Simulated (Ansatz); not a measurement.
# (GaAs)1(ZnS)2 [001] superlattice, started as zinc blende: from the cell to its phonons

Aim: the phonons of (GaAs)1(ZnS)2 [001] superlattice, started as zinc blende at a cell relaxed beforehand at this level.

Main program and level: Ansatz 0.2.0; DFT PBE, scalar-relativistic, plane waves, PAW.

The structure was built from a prototype and need not be the compound's stable phase.

## (1) The starting structure

Symmetry: Imm2, No. 44, orthorhombic system. The conventional cell has a = 3.952 Å, b = 3.973 Å, c = 16.446 Å, α = 90.00°, β = 90.00°, γ = 90.00°. Nearest to As lie 2 Ga at 2.40 Å and 2 Zn at 2.42 Å. Ga has 2 As at 2.40 Å and 2 S at 2.46 Å nearest. Nearest to S lie 4 Zn at 2.35 to 2.42 Å. Nearest to S lie 2 Zn at 2.40 Å and 2 Ga at 2.46 Å. Nearest to Zn lie 2 S at 2.42 Å and 2 As at 2.42 Å. Nearest to Zn lie 4 S at 2.35 to 2.40 Å. Farther neighbours and most contacts between anions are not listed.

Coordinates:

```cif
data_structure
_symmetry_space_group_name_H-M 'P 1'
_symmetry_Int_Tables_number 1
_cell_length_a 3.9518
_cell_length_b 3.9726
_cell_length_c 8.6872
_cell_angle_alpha 103.217
_cell_angle_beta 76.853
_cell_angle_gamma 90.000
_cell_volume 129.09
loop_
_atom_site_label
_atom_site_type_symbol
_atom_site_fract_x
_atom_site_fract_y
_atom_site_fract_z
_atom_site_occupancy
As1 As 0.41579 0.08421 0.16841 1
Ga2 Ga 0.99908 0.00092 0.00184 1
S3 S 0.74672 0.75328 0.50657 1
S4 S 0.08692 0.41308 0.82616 1
Zn5 Zn 0.33140 0.66860 0.33719 1
Zn6 Zn 0.67009 0.32991 0.65983 1
```

## (2) Modes at Γ

The cell comes from relaxations at this level that are not shown. The zone centre is the only wavevector solved here; it holds the modes that light can see, as far as symmetry allows. The response to a homogeneous field gives the Born charges and the dielectric tensor, and its change with displacement the Raman tensors.

The input, input.yaml:

```yaml
crystal:
  lattice:
    - [2.7943581249, 2.7943581249, 0.0]
    - [-2.809039948, 2.809039948, 0.0]
    - [2.8016990365, -0.0073409116, 8.22301157]
  atoms:
    - { symbol: As, position: [0.4157936958, 0.0842063042, 0.1684126083] }
    - { symbol: Ga, position: [-0.0009199156, 0.0009199156, 0.0018398311] }
    - { symbol: S, position: [0.7467155242, 0.7532844758, 0.5065689517] }
    - { symbol: S, position: [0.0869207724, 0.4130792276, 0.8261584553] }
    - { symbol: Zn, position: [0.3314049179, 0.6685950821, 0.3371901641] }
    - { symbol: Zn, position: [0.6700850053, 0.3299149947, 0.6598299894] }
kpoints:
  mp_grid: { grid: [8, 8, 8] }
hamiltonian:
  xc: pbe
scf:
  occupations: { method: fixed }
output:
  eigenvalues: true
phonons:
  method: dfpt
  dielectric: true
  rigid_motions: translations
  raman: true
```

Run with:

```sh
> ansatz run input.yaml --threads 8 --pin off --max-ram 14336MiB --backend cpu --events-out ev --progress --plain --runs-dir out
```

Numbers of over 12 decimals in the logs are rounded to 6 here.

The program printed:

```text
Warning: crystal.symmetry: narrowed to the stabiliser of the run's FFT grids — unitary ops 4 → 1. A phonons.method: dfpt run fills in the rows of the dynamical matrix that it does not solve by its symmetry operations, which is exact only for operations that map its FFT grids onto themselves: filled in by any other, the frequencies could depend on the order in which like atoms are typed, or, by more than the grids' own error, on where the crystal sits among the grids' points. Excluded: 3 operations. The run can therefore solve more perturbations, solve them on more k-points, or both, and cost more. [rest of the remark cut]
Engine: ansatz 0.2.0, x86_64-unknown-linux-gnu
Pseudopotentials: kind: paw
Pseudopotential: As, paw, valence charge 15, recommended cutoff 420 eV (normal), As.paw.azcp
Pseudopotential: Ga, paw, valence charge 13, recommended cutoff 420 eV (normal), Ga.paw.azcp
Pseudopotential: S, paw, valence charge 6, recommended cutoff 420 eV (normal), S.paw.azcp
Pseudopotential: Zn, paw, valence charge 12, recommended cutoff 420 eV (normal), Zn.paw.azcp
Functional definition: PBE
  parameter kappa = 0.804
  parameter beta = 0.066725
  exchange = pbe_x(kappa = kappa, mu = beta*pi^2/3)
  correlation = pbe_c(beta = beta)
Crystal: 6 atoms, lattice volume = 129.092 Å³
Basis set: ecut = 420 eV, 2551 PW (Γ), exchange–correlation on 54×54×120 points (8 copies of the dense FFT grid, shifted against one another)
Bands: 39, of which v1, the nominal top of the filled ones, is band 32 counted from 1 (31 counted from 0)
Symmetry: 4 space group operations
k-points: 260 of 512 (irreducible under 1 space group operation, time reversal used)
Non-local potential: As, projectors of the file, l = 0: 2, l = 1: 2, l = 2: 3, l = 3: 1
Non-local potential: Ga, projectors of the file, l = 0: 2, l = 1: 2, l = 2: 3, l = 3: 1
Non-local potential: S, projectors of the file, l = 0: 2, l = 1: 2, l = 2: 2
Non-local potential: Zn, projectors of the file, l = 0: 2, l = 1: 2, l = 2: 3, l = 3: 1
PAW form: soft (Blöchl's): semilocal exchange-correlation on the pseudo side does not see the compensation charge
PAW one-centre angular grid: As, 590 points (default); XC on 64 Gauss nodes
PAW one-centre angular grid: Ga, 590 points (default); XC on 64 Gauss nodes
PAW one-centre angular grid: S, 110 points (default); XC on 64 Gauss nodes
PAW one-centre angular grid: Zn, 590 points (default); XC on 64 Gauss nodes
Initial density: superposition of atomic densities (neutral atoms: chi_scale 0, normalization atom), corrected by the library's trained network
Initial wavefunctions: pseudopotential atomic-orbital guess
Functional: x = pbe(κ = 0.804, μ = 0.219515), c = pbe(β = 0.066725)
SCF iter   1: F=—  HF=-17084.874137 eV  |F-HF|=—  |Δ(HF+E_count)|=         —  Δρ=1.36e-3  dr2=5.82e-3  ethr=1.77e-3  ⟨swp⟩=5.0  Hψ=36675  notcnv=0  defer=1281
preconditioner: auto → Resta (q_TF=auto, 2.427 Å⁻¹)  ε∞=5.2  [insulator: Δε(μ)=0.455 eV  Ē_g=11.752 eV  n_scr=34 (ndim 8)  ℏωp=24.0 eV  f_vac=0.051  ε∞_Penn≈5.2]
SCF iter   2: F=—  HF=-17084.871869 eV  |F-HF|=—  |Δ(HF+E_count)|=   2.27e-3  Δρ=7.60e-4  dr2=1.62e-3  ethr=9.09e-6  ⟨swp⟩=2.2  Hψ=19820  notcnv=0  defer=1300
SCF iter   3: F=—  HF=-17084.871761 eV  |F-HF|=—  |Δ(HF+E_count)|=   1.08e-4  Δρ=4.88e-4  dr2=2.74e-4  ethr=2.54e-6  ⟨swp⟩=2.0  Hψ=18496  notcnv=0  defer=1300
SCF iter   4: F=—  HF=-17084.871551 eV  |F-HF|=—  |Δ(HF+E_count)|=   2.10e-4  Δρ=1.74e-4  dr2=5.35e-5  ethr=4.28e-7  ⟨swp⟩=2.0  Hψ=18152  notcnv=0  defer=1259
SCF iter   5: F=—  HF=-17084.871569 eV  |F-HF|=—  |Δ(HF+E_count)|=   1.80e-5  Δρ=1.22e-4  dr2=1.48e-5  ethr=8.37e-8  ⟨swp⟩=2.0  Hψ=17976  notcnv=0  defer=486
SCF iter   6: F=—  HF=-17084.871561 eV  |F-HF|=—  |Δ(HF+E_count)|=   7.90e-6  Δρ=5.10e-5  dr2=3.29e-6  ethr=2.31e-8  ⟨swp⟩=2.0  Hψ=17976  notcnv=0  defer=484
SCF iter   7: F=—  HF=-17084.871561 eV  |F-HF|=—  |Δ(HF+E_count)|=   2.05e-7  Δρ=2.23e-5  dr2=5.28e-7  ethr=5.14e-9  ⟨swp⟩=2.0  Hψ=17976  notcnv=0  defer=484
SCF iter   8: F=—  HF=-17084.871562 eV  |F-HF|=—  |Δ(HF+E_count)|=   3.82e-7  Δρ=8.03e-6  dr2=1.02e-7  ethr=8.25e-10  ⟨swp⟩=2.0  Hψ=16676  notcnv=0  defer=484
SCF iter   9: F=—  HF=-17084.871562 eV  |F-HF|=—  |Δ(HF+E_count)|=   8.81e-8  Δρ=2.82e-6  dr2=1.27e-8  ethr=1.59e-10  ⟨swp⟩=2.0  Hψ=16676  notcnv=0  defer=484
SCF iter  10: F=—  HF=-17084.871562 eV  |F-HF|=—  |Δ(HF+E_count)|=   1.44e-8  Δρ=1.51e-6  dr2=2.32e-9  ethr=1.99e-11  ⟨swp⟩=2.0  Hψ=15284  notcnv=0  defer=484
[...]
SCF iter  13: F=-17084.871562 eV  HF=-17084.871562 eV  |F-HF|=0.00e0  |Δ(HF+E_count)|=  1.16e-10  Δρ=1.12e-7  dr2=1.77e-11  ethr=1.00e-12  ⟨swp⟩=11.6  Hψ=60897  notcnv=0
SCF 1 converged in 13 iterations: F = -17084.871562 eV  dr2 = 1.77e-11
  greatest PAW one-centre occupation: 0.999 electrons in one spin orbital (limit 2), on the As atom at site 0 (counted from 0), in its partial waves of l = 2
NSCF: frozen V_eff on 4 k-points
DFPT response loops at Γ: preconditioner auto → Resta (q_TF=auto, 2.427 Å⁻¹)  ε∞=12.2 (no band partly filled); β = 1.00, the filter's whole step (`scf.mixing.beta` (0.50) is not read by the response loops at its default; to damp them type it under 1.00, their step now; it binds the ground state too); Broyden in place of MSR1
── the response to a field inside a basis, on 10×10×8 k-points: an SCF that follows is theirs, and a resumed run solves both again ──
Bands: 33, of which v1, the nominal top of the filled ones, is band 32 counted from 1 (31 counted from 0)
k-points: 400
Initial density: handed on by an earlier stage of this run
Initial wavefunctions: pseudopotential atomic-orbital guess (no wavefunctions were taken with the density)
Eigensolver: Dense (400 Hₖ)
SCF iter   1: F=—  HF=-17084.808014 eV  |F-HF|=—  |Δ(HF+E_count)|=         —  Δρ=3.25e-4  dr2=5.39e-5  ethr=1.00e-1
preconditioner: auto → Resta (q_TF=auto, 2.427 Å⁻¹)  ε∞=6.9  [insulator: Δε(μ)=0.459 eV  Ē_g=9.855 eV  n_scr=34 (ndim 8)  ℏωp=24.0 eV  f_vac=0.050  ε∞_Penn≈6.9]
SCF iter   2: F=—  HF=-17084.808040 eV  |F-HF|=—  |Δ(HF+E_count)|=   2.68e-5  Δρ=1.70e-4  dr2=1.55e-5  ethr=8.42e-8
SCF iter   3: F=—  HF=-17084.808053 eV  |F-HF|=—  |Δ(HF+E_count)|=   1.28e-5  Δρ=7.65e-5  dr2=4.33e-6  ethr=2.43e-8
SCF iter   4: F=—  HF=-17084.808051 eV  |F-HF|=—  |Δ(HF+E_count)|=   2.10e-6  Δρ=1.51e-5  dr2=3.29e-7  ethr=6.77e-9
SCF iter   5: F=—  HF=-17084.808051 eV  |F-HF|=—  |Δ(HF+E_count)|=   2.60e-7  Δρ=5.86e-6  dr2=6.84e-8  ethr=5.15e-10
SCF iter   6: F=—  HF=-17084.808051 eV  |F-HF|=—  |Δ(HF+E_count)|=   3.59e-8  Δρ=2.04e-6  dr2=1.03e-8  ethr=1.07e-10
[...]
E_smearing   = -0.000000  (= −TS)
  E_closure    = 0.000000  (closes the sum)
  Σ components = -17084.871562   (vs F -17084.871562, Δ=0.00e0)
--- Band table (eV; the first three rows and the last of 260) ---
  k-point 0: bands = [... 28 lower, 4.5139, 5.9981, 6.2004, 6.7471, 7.2963, 8.9207, 9.1657, 9.9277, ... 3 higher]
  k-point 1: bands = [... 28 lower, 4.5801, 5.7519, 6.1559, 6.7125, 7.5268, 8.8766, 9.2063, 9.9355, ... 3 higher]
  k-point 2: bands = [... 28 lower, 4.7353, 5.2608, 6.0385, 6.6276, 7.9430, 8.8222, 9.2506, 10.0404, ... 3 higher]
  k-point 259: bands = [... 28 lower, 3.3339, 3.4895, 4.3360, 4.4845, 8.8502, 9.1089, 10.1546, 10.4161, ... 3 higher]
--- Phonons (Γ-DFPT): 18 representative perturbations + reference, on 260 of 512 k-points (Σ response iterations 63) ---
  ASR residual: 8.503e-5 → 0.000e0 eV/Å²; symmetrization residual: 5.093e-6 eV/Å²
  The last average, over the group as it would stand without the narrowing to the FFT grids, took up to 3.036e-5 eV/Å² of the zone centre's force constants
  ASR residual per site (eV/Å²): 5.90e-5 7.33e-5 5.26e-5 7.43e-5 2.80e-5 8.50e-5
  Γ frequencies (cm⁻¹): 0.00 0.00 0.00 70.20 75.30 79.49 80.44 152.61 174.74 218.51 230.98 246.88 251.84 255.77 261.60 285.24 288.67 308.57
  ε∞ (high-frequency dielectric tensor):
        8.642434     0.077116    -0.000000
        0.077116     8.642434     0.000000
       -0.000000     0.000000     7.835560
  ε⁰ (static dielectric tensor: ions relaxed, cell fixed):
       13.255124    -0.856245    -0.000000
       -0.856245    13.255124     0.000000
       -0.000000     0.000000    11.414013
  ε⁰ − ε∞ (ionic part):
        4.612690    -0.933360    -0.000000
       -0.933360     4.612690     0.000000
       -0.000000     0.000000     3.578453
  softest optical mode at Γ: 70.20 cm⁻¹; the repairs (sum rule, projections) moved no ω² at Γ by more than (2.56 cm⁻¹)²
  Born effective charges Z* (e; rows j = field, columns β = displacement):
    site 0:
        -1.70379   -0.15849    0.00000
        -0.15849   -1.70379   -0.00000
         0.00000   -0.00000   -1.52204
    site 1:
         2.61674   -0.05963   -0.00000
        -0.05963    2.61674    0.00000
        -0.00000    0.00000    1.97084
    site 2:
        -2.34726    0.08499    0.00000
         0.08499   -2.34726   -0.00000
         0.00000   -0.00000   -2.40007
    site 3:
        -2.56884    0.30915    0.00000
         0.30915   -2.56884   -0.00000
         0.00000   -0.00000   -2.39384
    site 4:
         1.87912   -0.12496   -0.00000
        -0.12496    1.87912    0.00000
        -0.00000    0.00000    1.93184
    site 5:
         2.12403   -0.05105    0.00000
        -0.05105    2.12403   -0.00000
         0.00000   -0.00000    2.41328
  Z* charge neutrality: 1.572e-2 e pre-enforcement
  solved inside a basis spanned on kpoints, on 10×10×8 k-points transformed towards the longest dipole: ε∞ is read to err by 4.9e-2, Z* by 2.7e-2 e (field_mesh: kpoints solves on kpoints); Z* is corrected for what the basis lacks
  Raman tensors (in the event stream and the table raman_tensors.tsv): an entry may err by 1.7e1 Å², one of the second-order susceptibility by 3.2e1 pm/V (basis, points and sum rule); their sum over the sites missed zero by 3.003e-3 Å² ahead of its enforcement
  optical modes at Γ without the LO–TO term, one row a degenerate level:
      ω (cm⁻¹)  modes    IR ((D/Å)²/amu)  static Raman (Å⁴/amu)  depolarisation
         70.20      1             0.0050                 0.2041           0.750
         75.30      1             0.0005                 5.0884           0.750
         79.49      1             0.1964                19.1629           0.750
         80.44      1             0.0098                 0.5762           0.750
        152.61      1             0.0932                52.2673           0.647
        174.74      1             0.4364               869.4030           0.070
        218.51      1            12.1504                 0.0038           0.750
        230.98      1             8.9454                42.4824           0.750
        246.88      1             4.6145               335.0557           0.190
        251.84      1             0.1117                59.0018           0.750
        255.77      1             0.4531                43.7193           0.750
        261.60      1             8.1174               157.9106           0.198
        285.24      1             3.7824                46.2098           0.750
        288.67      1             3.9462                74.5069           0.750
        308.57      1             0.3781              1068.6832           0.093
  optical modes at Γ + LO–TO along q̂ = [1.0000, 0.0000, 0.0000]:
      ω (cm⁻¹)  modes    IR ((D/Å)²/amu)  static Raman (Å⁴/amu)  depolarisation
         70.22      1             0.0028                 0.2054           0.750
         75.30      1             0.0005                 4.9893           0.750
         80.15      1             0.1124                17.3328           0.750
         80.56      1             0.0219                 5.9819           0.750
        152.61      1             0.0932                52.2673           0.647
        174.74      1             0.4364               869.4030           0.070
        224.68      1            10.7817                25.6596           0.750
        246.88      1             4.6145               335.0557           0.190
        250.45      1             1.1830                19.4884           0.750
        252.97      1             0.9045                43.7054           0.750
        259.23      1             2.1688                43.5729           0.750
        261.60      1             8.1174               157.9106           0.198
        286.84      1             3.8810                54.8312           0.750
        308.57      1             0.3781              1068.6832           0.093
        310.01      1            10.5443               240.1129           0.750
  optical modes at Γ + LO–TO along q̂ = [0.0000, 1.0000, 0.0000]:
      ω (cm⁻¹)  modes    IR ((D/Å)²/amu)  static Raman (Å⁴/amu)  depolarisation
         70.22      1             0.0028                 0.2054           0.750
         75.30      1             0.0005                 4.9893           0.750
         80.15      1             0.1124                17.3328           0.750
         80.56      1             0.0219                 5.9819           0.750
        152.61      1             0.0932                52.2673           0.647
        174.74      1             0.4364               869.4030           0.070
        224.68      1            10.7817                25.6596           0.750
        246.88      1             4.6145               335.0557           0.190
        250.45      1             1.1830                19.4884           0.750
        252.97      1             0.9045                43.7054           0.750
[...]
optical modes at Γ + LO–TO along q̂ = [0.0000, 0.0000, 1.0000]:
      ω (cm⁻¹)  modes    IR ((D/Å)²/amu)  static Raman (Å⁴/amu)  depolarisation
[...]
80.44      1             0.0098                 0.5762           0.750
        152.97      1             0.0294                52.2403           0.703
        176.22      1             0.1381               922.6903           0.080
        218.51      1            12.1504                 0.0038           0.750
        230.98      1             8.9454                42.4824           0.750
        251.44      1             0.1889               502.0121           0.250
        251.84      1             0.1117                59.0018           0.750
        255.77      1             0.4531                43.7193           0.750
        285.24      1             3.7824                46.2098           0.750
        288.67      1             3.9462                74.5069           0.750
        299.88      1             6.1252               667.9869           0.166
        315.57      1             7.1579               525.0920           0.087
[key lines of the parts left out:]
SCF converged after 13 iterations
Free energy (F): -17084.871562 eV
Fermi energy:    6.894383 eV
```

Run time: 19 min. Hardware: 8 threads of Intel Xeon 6975P-C (Granite Rapids), shared host; peak memory 7.8 GiB; 2.2 h of CPU time.

The column dr2 measures how far the density is from self-consistency, as an energy; F and HF (Harris–Foulkes) agree once it is small.

This step gave:

```yaml
gap_on_the_k_mesh: 0.4019 eV
volume_per_atom: 21.52 Å³
sum_rule_residual_before_enforcement: 8.50e-5 eV/Å²
miss_of_the_charge_sum_rule: 0.01572 e
estimated_error_of_the_dielectric_tensor: 0.04867
estimated_error_of_the_born_charges: 0.02720 e
point_group: mm2
highest_optical_mode_at_the_zone_centre_no_lo_to_term: 308.6 cm⁻¹
lowest_optical_zone_centre_mode: 70.2 cm⁻¹
mean_high_frequency_dielectric_constant: 8.373
largest_born_charge_third_of_the_trace: -2.510 e
mean_static_dielectric_constant: 12.64
top_of_the_zone_centre_spectrum_with_the_field: 315.6 cm⁻¹
```

Without the LO-TO term. Patterns of degenerate modes are one choice out of their space. The modes at Γ (shares of kinetic energy by element, %):

```
mode  frequency (cm⁻¹)  symmetry  As %  Ga %  S %  Zn %
   1               0.0  acoustic    22    21   19    39
   2               0.0  acoustic    22    21   19    39
   3               0.0  acoustic    22    21   19    39
   4              70.2        B2    23    34    8    36
   5              75.3        B1    24    29    7    39
   6              79.5        B2     3    31   15    52
   7              80.4        B1     2     1   13    84
   8             152.6        A1    24    10    7    59
   9             174.7        A1     0    20   16    63
  10             218.5        B2     2    15   74     9
  11             231.0        B1     0     1   76    23
  12             246.9        A1    43    30   14    13
  13             251.8        B2    50     0    7    43
  14             255.8        B1     6     2   77    14
  15             261.6        A1     9     0   69    22
  16             285.2        B1    45    46    8     1
  17             288.7        B2     0     0   78    22
  18             308.6        A1     2    19   75     4
```

Displacements in mode 4 (70.2 cm⁻¹), the largest set to 1:
```
As1 -0.79  0.79  0.00
Ga2  1.00 -1.00  0.00
S3   0.28 -0.28  0.00
S4   0.64 -0.64  0.00
Zn5 -1.00  1.00  0.00
Zn6  0.38 -0.38  0.00
```

Displacements in mode 8 (152.6 cm⁻¹), the largest set to 1:
```
As1  0.00  0.00 -0.61
Ga2  0.00  0.00 -0.41
S3   0.00  0.00  0.47
S4   0.00  0.00  0.17
Zn5  0.00  0.00 -0.17
Zn6  0.00  0.00  1.00
```

Optical modes at the zone centre, without and with the macroscopic field of the longitudinal modes; each column is sorted by frequency, so a row need not hold one and the same mode. Modes with and without the field, by row:

```
rank among optical modes  no field (cm⁻¹)  q along (1, 0, 0) (cm⁻¹)  q along (0, 0, 1) (cm⁻¹)
                       1             70.2                      70.2                      70.2
                       2             75.3                      75.3                      75.3
                       3             79.5                      80.2                      79.5
                       4             80.4                      80.6                      80.4
                       5            152.6                     152.6                       153
                       6            174.7                     174.7                     176.2
                       7            218.5                     224.7                     218.5
                       8              231                     246.9                       231
                       9            246.9                     250.4                     251.4
                      10            251.8                       253                     251.8
                      11            255.8                     259.2                     255.8
                      12            261.6                     261.6                     285.2
                      13            285.2                     286.8                     288.7
                      14            288.7                     308.6                     299.9
                      15            308.6                       310                     315.6
```

Born charge (rows field, columns displacement) (e), principal values of the symmetric part by kind of site:

```
atom  atoms with these values    low  middle   high   mean
 As1                        1  -1.86   -1.55  -1.52  -1.64
 Ga2                        1   1.97    2.56   2.68   2.40
  S3                        1  -2.43   -2.40  -2.26  -2.36
  S4                        1  -2.88   -2.39  -2.26  -2.51
 Zn5                        1   1.75    1.93   2.00   1.90
 Zn6                        1   2.07    2.18   2.41   2.22
```

In full for As1:

```
-1.70 -0.16  0.00
-0.16 -1.70  0.00
 0.00  0.00 -1.52
```

High-frequency dielectric tensor:

```
8.64 0.08 0.00
0.08 8.64 0.00
0.00 0.00 7.84
```

Static dielectric tensor (ions relaxed, fixed cell):

```
13.26 -0.86  0.00
-0.86 13.26  0.00
 0.00  0.00 11.41
```

(Continued in part 2 of 2.)

[Logs are printed without paths, hosts, clocks, repeated set-up lines and the standing remarks that a program may print on its own settings, such as how far it seeks lower states.]

[Hosts, paths, dates, database ids (printed as entryN), source tags and the programs' standing remarks are cut or masked in the printed files.]
